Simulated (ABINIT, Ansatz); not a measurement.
**Al2O3 (Corundum): changed settings of a GW run in ABINIT**

Aim: change inputs of a GW run on Al2O3 (Corundum) and see what moves.

Method: PBE and many-body steps on it, plane waves, in ABINIT 10.8.3.

## (1) The structure

Symmetry: R-3c, No. 167, trigonal system. Conventional cell: a = 4.760 Å, b = 4.760 Å, c = 12.996 Å, α = 90.00°, β = 90.00°, γ = 120.00°. Nearest to Al lie 6 O at 1.85 to 1.97 Å. Nearest to O lie 4 Al at 1.85 to 1.97 Å. Farther neighbours and most contacts between anions are not listed.

The cell and positions come from the Crystallography Open Database and are kept as given unless a step says otherwise.

## (2) Screening, 4×4×4 mesh, 127 bands, screening to 141.5 eV

This step: ABINIT 10.8.3; RPA screening on PBE, plane waves, norm-conserving pseudopotentials.

The RPA dielectric matrix is built and inverted for each q.

run.abi

```
acell 3*1.0 Angstrom
rprim 
  2.380249999995 1.374237978213 4.331866666707
  -2.380249999995 1.374237978213 4.331866666707
  -0.000000000000 -2.748475956495 4.331866666685
ntypat 2
znucl 13 8
natom 10
typat 1 1 1 1 2 2 2 2 2 2
xred 
  0.352160000000 0.352160000000 0.352160000000
  0.147840000000 0.147840000000 0.147840000000
  0.647840000000 0.647840000000 0.647840000000
  0.852160000000 0.852160000000 0.852160000000
  0.556680000000 0.943320000000 0.250000000000
  0.250000000000 0.556680000000 0.943320000000
  0.943320000000 0.250000000000 0.556680000000
  0.443320000000 0.056680000000 0.750000000000
  0.750000000000 0.443320000000 0.056680000000
  0.056680000000 0.750000000000 0.443320000000
pp_dirpath "pseudos"
pseudos "Al.upf, O.upf"
ecut 36
ngkpt 4 4 4
nshiftk 1
shiftk 0 0 0
kptopt 1
chksymbreak 0
istwfk *1
occopt 1
irdwfk 1
optdriver 3
nband 127
ecuteps 5.2
inclvkb 2
awtr 1
symchi 1
indata_prefix "in"
outdata_prefix "out"
tmpdata_prefix "tmp"
```

The run is started by

```bash
$ OMP_NUM_THREADS=1 mpirun -n 4 abinit run.abi > log
```

Log:

```text
.Version 10.8.3 of ABINIT. v10.8.2 released Aug 2026.

 Symmetries : space group R-3 c (#167); Bravais hR (rhombohedral)
[... echo of the input left out ...]
== DATASET  1 ==================================================================
-   mpi_nproc: 4, omp_nthreads: 1 (-1 if OMP is not activated)

--- !DatasetInfo
iteration_state: {dtset: 1, }
dimensions: {natom: 10, nkpt: 13, mband: 127, nsppol: 1, nspinor: 1, nspden: 1, mpw: 5940, }
cutoff_energies: {ecut:  36.0, pawecutdg:  -1.0, }
electrons: {nelect:   4.80000000E+01, charge:   0.00000000E+00, occopt:   1.00000000E+00, tsmear:   1.00000000E-02, }

 SCREENING: Calculation of the susceptibility and dielectric matrices

 Based on a program developped by R.W. Godby, V. Olevano, G. Onida, and L. Reining.
 Incorporated in ABINIT by V. Olevano, G.-M. Rignanese, and M. Torrent.
.Using double precision arithmetic ; gwpc =  8

[... cell and pseudopotentials left out ...]
--------------------------------------------------------------------------------

 ==== K-mesh for the wavefunctions ====
 Number of points in the irreducible wedge :    13
[... list of points left out ...]
 Together with 12 symmetry operations and time-reversal symmetry
 yields    64 points in the full Brillouin Zone.

 ==== Q-mesh for the screening function ====
 Number of points in the irreducible wedge :    13
[... list of points left out ...]
 Together with 12 symmetry operations and time-reversal symmetry
 yields    64 points in the full Brillouin Zone.

 setmesh: FFT mesh size selected  =    40x   40x   40
          total number of points  =        64000

 vcoul_init : cutoff-mode = AUXILIARY_FUNCTION
 q-points for optical limit:   1
     1)      0.000010    0.000020    0.000030

- screening: taking advantage of time-reversal symmetry
- Maximum band index for partially occupied states nbvw = 24
- Remaining bands to be divided among processors   nbcw = 103
- Number of bands treated by each node ~25

 Number of electrons calculated from density =   48.0000; Expected =   48.0000
 average of density, n =  0.083663
 r_s =    1.4184
 omega_plasma =   27.9012 [eV]

 calculating chi0 at frequencies [eV] :
  1    0.000000E+00    0.000000E+00
  2    0.000000E+00    2.790117E+01

--------------------------------------------------------------------------------
  q-point number  1        q = ( 0.000000, 0.000000, 0.000000) [r.l.u.]
--------------------------------------------------------------------------------
[... chi0 elements left out ...]
 For q-point:  0.000010 0.000020 0.000030
  dielectric constant =   3.0310
  dielectric constant without local fields =   3.2465

  Average fulfillment of the sum rule on Im[epsilon] for q-point    1 :     56.41  [%]
[... wings left out ...]
  q-point number  2        q = ( 0.250000, 0.000000, 0.000000) [r.l.u.]
--------------------------------------------------------------------------------
[... chi0 elements left out ...]
  Average fulfillment of the sum rule on Im[epsilon] for q-point    2 :     67.51  [%]

 [... 11 further q-points ...]
```

Run time: 6.3 min. Hardware: 4 MPI ranks of Arm Neoverse V1, shared host; peak memory 3.3 GiB; 25 min of CPU time.

This step gave:

```
ε∞ with local fields, on this mesh, along the program's q direction : 3.031
the same without local fields                                       : 3.247
plasma frequency                                                    : 27.90 eV
plane waves in the screening matrix                                 : 321
```

Local fields lower ε∞ by 7 %.

## (3) Base

The self-energy is evaluated for the states that the input lists, and the levels follow from it, in one-shot runs by the linearised quasiparticle equation.

This step: G0W0 on PBE, plane waves, norm-conserving pseudopotentials.

run.abi, as its differences from that of step 2:

```diff
@@ -31,8 +31,15 @@
 irdwfk 1
-optdriver 3
+optdriver 4
 nband 127
+gwcalctyp 0
+ecutsigx 36
+symsigma 1
+nkptgw 1
+kptgw 
+  0.0000000000 0.0000000000 0.0000000000
+bdgw 
+  22 26
 ecuteps 5.2
-inclvkb 2
-awtr 1
-symchi 1
+irdscr 1
+ppmodel 1
 indata_prefix "in"
```

Log:

```text
.Version 10.8.3 of ABINIT. v10.8.2 released Aug 2026.

 Symmetries : space group R-3 c (#167); Bravais hR (rhombohedral)
[... echo of the input left out ...]
== DATASET  1 ==================================================================
-   mpi_nproc: 4, omp_nthreads: 1 (-1 if OMP is not activated)

--- !DatasetInfo
iteration_state: {dtset: 1, }
dimensions: {natom: 10, nkpt: 13, mband: 127, nsppol: 1, nspinor: 1, nspden: 1, mpw: 5940, }
cutoff_energies: {ecut:  36.0, pawecutdg:  -1.0, }
electrons: {nelect:   4.80000000E+01, charge:   0.00000000E+00, occopt:   1.00000000E+00, tsmear:   1.00000000E-02, }

 SIGMA: Calculation of the GW corrections

 Based on a program developped by R.W. Godby, V. Olevano, G. Onida, and L. Reining.
 Incorporated in ABINIT by V. Olevano, G.-M. Rignanese, and M. Torrent.
.Using double precision arithmetic ; gwpc =  8

[... cell and pseudopotentials left out ...]
--------------------------------------------------------------------------------

 ==== K-mesh for the wavefunctions ====
 Number of points in the irreducible wedge :    13
[... list of points left out ...]
 Together with 12 symmetry operations and time-reversal symmetry
 yields    64 points in the full Brillouin Zone.

 ==== Q-mesh for screening function ====
 Number of points in the irreducible wedge :    13
[... list of points left out ...]
 Together with 12 symmetry operations and time-reversal symmetry
 yields    64 points in the full Brillouin Zone.

 vcoul_init : cutoff-mode = AUXILIARY_FUNCTION
 q-points for optical limit:   1
     1)      0.000010    0.000020    0.000030
 setmesh: FFT mesh size selected  =    54x   54x   54
          total number of points  =       157464

 Number of electrons calculated from density =   48.0000; Expected =   48.0000
 average of density, n =  0.083663
 r_s =    1.4184
 omega_plasma =   27.9012 [eV]

 === KS Band Gaps ===
  >>>> For spin  1
   Minimum direct gap =   6.2663 [eV], located at k-point      :   0.0000  0.0000  0.0000
   Fundamental gap    =   6.2663 [eV], Top of valence bands at :   0.0000  0.0000  0.0000
                                       Bottom of conduction at :   0.0000  0.0000  0.0000
 SIGMA fundamental parameters:
 PLASMON POLE MODEL  1
 number of plane-waves for SigmaX                 5879
 number of plane-waves for SigmaC and W            321
 number of plane-waves for wavefunctions          5879
 number of bands                                   127
 number of independent spin polarizations            1
 number of spinorial components                      1
 number of k-points in IBZ                          13
 number of q-points in IBZ                          13
 number of symmetry operations                      12
 number of k-points in BZ                           64
 number of q-points in BZ                           64
 number of frequencies for dSigma/dE                 9
 frequency step for dSigma/dE [eV]                0.25
 number of omega for Sigma on real axis              0
 max omega for Sigma on real axis  [eV]           0.00
 zcut for avoiding poles [eV]                     0.10

 EPSILON^-1 parameters (SCR file):
 dimension of the eps^-1 matrix on file            321
 dimension of the eps^-1 matrix used               321
 number of plane-waves for wavefunctions          5879
 number of bands                                   127
 number of q-points in IBZ                          13
 number of frequencies                               2
 number of real frequencies                          1
 number of imag frequencies                          1

 matrix elements of self-energy operator (all in [eV])

 Perturbative Calculation

--- !SelfEnergy_ee
iteration_state: {dtset: 1, }
kpoint     : [   0.000,    0.000,    0.000, ]
spin       : 1
KS_gap     :    6.266
QP_gap     :    8.454
Delta_QP_KS:    2.187
data: !SigmaeeData |
     Band     E0 <VxcDFT>   SigX SigC(E0)      Z dSigC/dE  Sig(E)    E-E0       E
       22   5.137 -20.467 -25.963   4.416   0.818  -0.222 -21.350  -0.883   4.254
       23   5.137 -20.467 -25.963   4.416   0.818  -0.222 -21.350  -0.883   4.254
       24   5.182 -20.398 -25.833   4.364   0.819  -0.222 -21.274  -0.877   4.305
       25  11.448 -13.779  -8.892  -3.352   0.854  -0.170 -12.468   1.311  12.759
       26  14.369 -11.424  -6.101  -3.774   0.862  -0.160 -10.089   1.334  15.704

== END DATASET(S) ==============================================================
================================================================================

 -outvars: echo values of variables after computation  --------
           etotal      0.0000000000E+00
            nband         127
             nkpt          13
          spgroup         167
 [... the other variables as echoed above ...]

 Calculation completed.
```

It took 15 s on 4 MPI ranks; peak memory 2.1 GiB; 60 s of CPU time.

Numbers from this step:

```yaml
g0w0_gap_on_the_points_computed: 8.454 eV
starting_gap_on_the_mesh: 6.266 eV
k_of_the_valence_top: 0, 0, 0
k_of_the_conduction_bottom: 0, 0, 0
z_at_the_valence_top: 0.819
z_at_the_conduction_bottom: 0.854
least_direct_g0w0_gap_on_the_computed_points: 8.454 eV
```

The gap on the mesh goes from 6.27 eV to 8.45 eV, a correction of +2.19 eV.

## (4) Scissors in G

run.abi, as its differences from that of step 3:

```diff
@@ -44,2 +44,3 @@
 ppmodel 1
+mbpt_sciss 0.5 eV
 indata_prefix "in"
```

Log:

```text
.Version 10.8.3 of ABINIT. v10.8.2 released Aug 2026.

 Symmetries : space group R-3 c (#167); Bravais hR (rhombohedral)
[... echo of the input left out ...]
== DATASET  1 ==================================================================
-   mpi_nproc: 4, omp_nthreads: 1 (-1 if OMP is not activated)

--- !DatasetInfo
iteration_state: {dtset: 1, }
dimensions: {natom: 10, nkpt: 13, mband: 127, nsppol: 1, nspinor: 1, nspden: 1, mpw: 5940, }
cutoff_energies: {ecut:  36.0, pawecutdg:  -1.0, }
electrons: {nelect:   4.80000000E+01, charge:   0.00000000E+00, occopt:   1.00000000E+00, tsmear:   1.00000000E-02, }

 SIGMA: Calculation of the GW corrections

 Based on a program developped by R.W. Godby, V. Olevano, G. Onida, and L. Reining.
 Incorporated in ABINIT by V. Olevano, G.-M. Rignanese, and M. Torrent.
.Using double precision arithmetic ; gwpc =  8

[... cell and pseudopotentials left out ...]
--------------------------------------------------------------------------------

 ==== K-mesh for the wavefunctions ====
 Number of points in the irreducible wedge :    13
[... list of points left out ...]
 Together with 12 symmetry operations and time-reversal symmetry
 yields    64 points in the full Brillouin Zone.

 ==== Q-mesh for screening function ====
 Number of points in the irreducible wedge :    13
[... list of points left out ...]
 Together with 12 symmetry operations and time-reversal symmetry
 yields    64 points in the full Brillouin Zone.

 vcoul_init : cutoff-mode = AUXILIARY_FUNCTION
 q-points for optical limit:   1
     1)      0.000010    0.000020    0.000030
 setmesh: FFT mesh size selected  =    54x   54x   54
          total number of points  =       157464

 Number of electrons calculated from density =   48.0000; Expected =   48.0000
[...]
number of symmetry operations                      12
 number of k-points in BZ                           64
 number of q-points in BZ                           64
 number of frequencies for dSigma/dE                 9
 frequency step for dSigma/dE [eV]                0.25
 number of omega for Sigma on real axis              0
 max omega for Sigma on real axis  [eV]           0.00
 zcut for avoiding poles [eV]                     0.10
 scissor energy [eV]                              0.50

 EPSILON^-1 parameters (SCR file):
 dimension of the eps^-1 matrix on file            321
 dimension of the eps^-1 matrix used               321
 number of plane-waves for wavefunctions          5879
 number of bands                                   127
 number of q-points in IBZ                          13
 number of frequencies                               2
 number of real frequencies                          1
 number of imag frequencies                          1

 matrix elements of self-energy operator (all in [eV])

 Perturbative Calculation

--- !SelfEnergy_ee
iteration_state: {dtset: 1, }
kpoint     : [   0.000,    0.000,    0.000, ]
spin       : 1
KS_gap     :    6.266
QP_gap     :    8.502
Delta_QP_KS:    2.236
data: !SigmaeeData |
     Band     E0 <VxcDFT>   SigX SigC(E0)      Z dSigC/dE  Sig(E)    E-E0       E
       22   5.137 -20.467 -25.963   4.431   0.818  -0.222 -21.338  -0.871   4.266
       23   5.137 -20.467 -25.963   4.431   0.818  -0.222 -21.338  -0.871   4.266
       24   5.182 -20.398 -25.833   4.380   0.819  -0.221 -21.262  -0.864   4.317
       25  11.448 -13.779  -8.892  -3.367   0.855  -0.170 -12.407   1.371  12.819
       26  14.369 -11.424  -6.101  -3.783   0.862  -0.160 -10.027   1.396  15.765

== END DATASET(S) ==============================================================
================================================================================

 -outvars: echo values of variables after computation  --------
           etotal      0.0000000000E+00
            nband         127
             nkpt          13
          spgroup         167
 [... the other variables as echoed above ...]

 Calculation completed.
```

Elapsed: 15 s, on 4 MPI ranks; peak memory 2.1 GiB.

This step gave:

```
G0W0 gap on the points computed              : 8.502 eV
starting gap on the mesh                     : 6.266 eV
k of the valence top                         : 0, 0, 0
k of the conduction bottom                   : 0, 0, 0
Z at the valence top                         : 0.819
Z at the conduction bottom                   : 0.855
least direct G0W0 gap on the computed points : 8.502 eV
```

## (5) Screening cutoff above the file's

run.abi, as its differences from that of step 4:

```diff
@@ -41,6 +41,5 @@
   22 26
-ecuteps 5.2
+ecuteps 20.8
 irdscr 1
 ppmodel 1
-mbpt_sciss 0.5 eV
 indata_prefix "in"
```

Log:

```text
.Version 10.8.3 of ABINIT. v10.8.2 released Aug 2026.

 Symmetries : space group R-3 c (#167); Bravais hR (rhombohedral)
[... echo of the input left out ...]
== DATASET  1 ==================================================================
-   mpi_nproc: 4, omp_nthreads: 1 (-1 if OMP is not activated)

--- !DatasetInfo
iteration_state: {dtset: 1, }
dimensions: {natom: 10, nkpt: 13, mband: 127, nsppol: 1, nspinor: 1, nspden: 1, mpw: 5940, }
cutoff_energies: {ecut:  36.0, pawecutdg:  -1.0, }
electrons: {nelect:   4.80000000E+01, charge:   0.00000000E+00, occopt:   1.00000000E+00, tsmear:   1.00000000E-02, }

 SIGMA: Calculation of the GW corrections

 Based on a program developped by R.W. Godby, V. Olevano, G. Onida, and L. Reining.
 Incorporated in ABINIT by V. Olevano, G.-M. Rignanese, and M. Torrent.
.Using double precision arithmetic ; gwpc =  8

[... cell and pseudopotentials left out ...]
--------------------------------------------------------------------------------

 ==== K-mesh for the wavefunctions ====
 Number of points in the irreducible wedge :    13
[... list of points left out ...]
 Together with 12 symmetry operations and time-reversal symmetry
 yields    64 points in the full Brillouin Zone.

 ==== Q-mesh for screening function ====
 Number of points in the irreducible wedge :    13
[... list of points left out ...]
 Together with 12 symmetry operations and time-reversal symmetry
 yields    64 points in the full Brillouin Zone.

 vcoul_init : cutoff-mode = AUXILIARY_FUNCTION
 q-points for optical limit:   1
     1)      0.000010    0.000020    0.000030
 setmesh: FFT mesh size selected  =    54x   54x   54
          total number of points  =       157464

 Number of electrons calculated from density =   48.0000; Expected =   48.0000
[...]
number of q-points in IBZ                          13
 number of symmetry operations                      12
 number of k-points in BZ                           64
 number of q-points in BZ                           64
 number of frequencies for dSigma/dE                 9
 frequency step for dSigma/dE [eV]                0.25
 number of omega for Sigma on real axis              0
 max omega for Sigma on real axis  [eV]           0.00
 zcut for avoiding poles [eV]                     0.10

 EPSILON^-1 parameters (SCR file):
 dimension of the eps^-1 matrix on file            321
 dimension of the eps^-1 matrix used               321
 number of plane-waves for wavefunctions          5879
 number of bands                                   127
 number of q-points in IBZ                          13
 number of frequencies                               2
 number of real frequencies                          1
 number of imag frequencies                          1

 matrix elements of self-energy operator (all in [eV])

 Perturbative Calculation

--- !SelfEnergy_ee
iteration_state: {dtset: 1, }
kpoint     : [   0.000,    0.000,    0.000, ]
spin       : 1
KS_gap     :    6.266
QP_gap     :    8.454
Delta_QP_KS:    2.187
data: !SigmaeeData |
     Band     E0 <VxcDFT>   SigX SigC(E0)      Z dSigC/dE  Sig(E)    E-E0       E
       22   5.137 -20.467 -25.963   4.416   0.818  -0.222 -21.350  -0.883   4.254
       23   5.137 -20.467 -25.963   4.416   0.818  -0.222 -21.350  -0.883   4.254
       24   5.182 -20.398 -25.833   4.364   0.819  -0.222 -21.274  -0.877   4.305
       25  11.448 -13.779  -8.892  -3.352   0.854  -0.170 -12.468   1.311  12.759
       26  14.369 -11.424  -6.101  -3.774   0.862  -0.160 -10.089   1.334  15.704

== END DATASET(S) ==============================================================
================================================================================

 -outvars: echo values of variables after computation  --------
           etotal      0.0000000000E+00
            nband         127
             nkpt          13
          spgroup         167
 [... the other variables as echoed above ...]

 Calculation completed.
```

Run time: 15 s. Hardware: 4 MPI ranks; peak memory 2.1 GiB.

The run ended normally, though the input holds a fault or crude settings.

The fault put into this input: screening cutoff above the file's. It printed a gap of 8.45 eV, the value of the sound run: the program fell back on what its files hold, so an unchanged gap is no proof of convergence.

## (6) The runs together

Times are wall times on 4 MPI ranks of Arm Neoverse V1, shared host, good to a factor of about two. A run's time includes the screening step that it read.

| run | mesh | bands | screening cutoff (eV) | DFT gap (eV) | gap on the mesh (eV) | direct (eV) | ε∞ used | time |
| --- | --- | --- | --- | --- | --- | --- | --- | --- |
| base | 4×4×4 | 127 | 141.5 | 6.266 | 8.454 | 8.454 | 3.03 | 6.6 min |
| scissors in G | 4×4×4 | 127 | 141.5 | 6.266 | 8.502 | 8.502 | 3.03 | 6.6 min |

## (7) Summary of results

```json
{
 "base": "8.454 eV",
 "scissors in G": "8.502 eV",
 "known limits": "not at the basis limit"
}
```

**Reading.** Scissors in G: +0.048 eV against base (keys changed: mbpt_sciss). Bands and cutoff are finite, so the gap is not at the basis limit. The miss can reach some tenths of an eV and take either sign; the mesh is an error of its own. In the G0W0 runs levels were corrected at 1 k point alone, so a gap called «on the mesh» is the least over those, and an edge elsewhere would be missed.

[Paths, hosts, dates, memory and timing lines, banners, echoed tables and standing remarks are left out of the program output.]

[Logs are printed without paths, hosts, clocks, repeated set-up lines and the standing remarks that a program may print on its own settings, such as how far it seeks lower states.]

[Runs of the session that timed out or met a known fault of the program may be left out.]

[Hosts, paths, dates, database ids (printed as entryN), source tags and the programs' standing remarks are cut or masked in the printed files.]

[G0W0 gaps are taken among the corrected bands and points alone; a level outside them can change the order at an edge.]

[Where Ansatz stands beside ABINIT at settings called matched, ABINIT's density can come from a denser mesh and the files from another edition; pairs whose starting gaps differed by over 0.03 eV were left out, so agreement reads better than it is.]
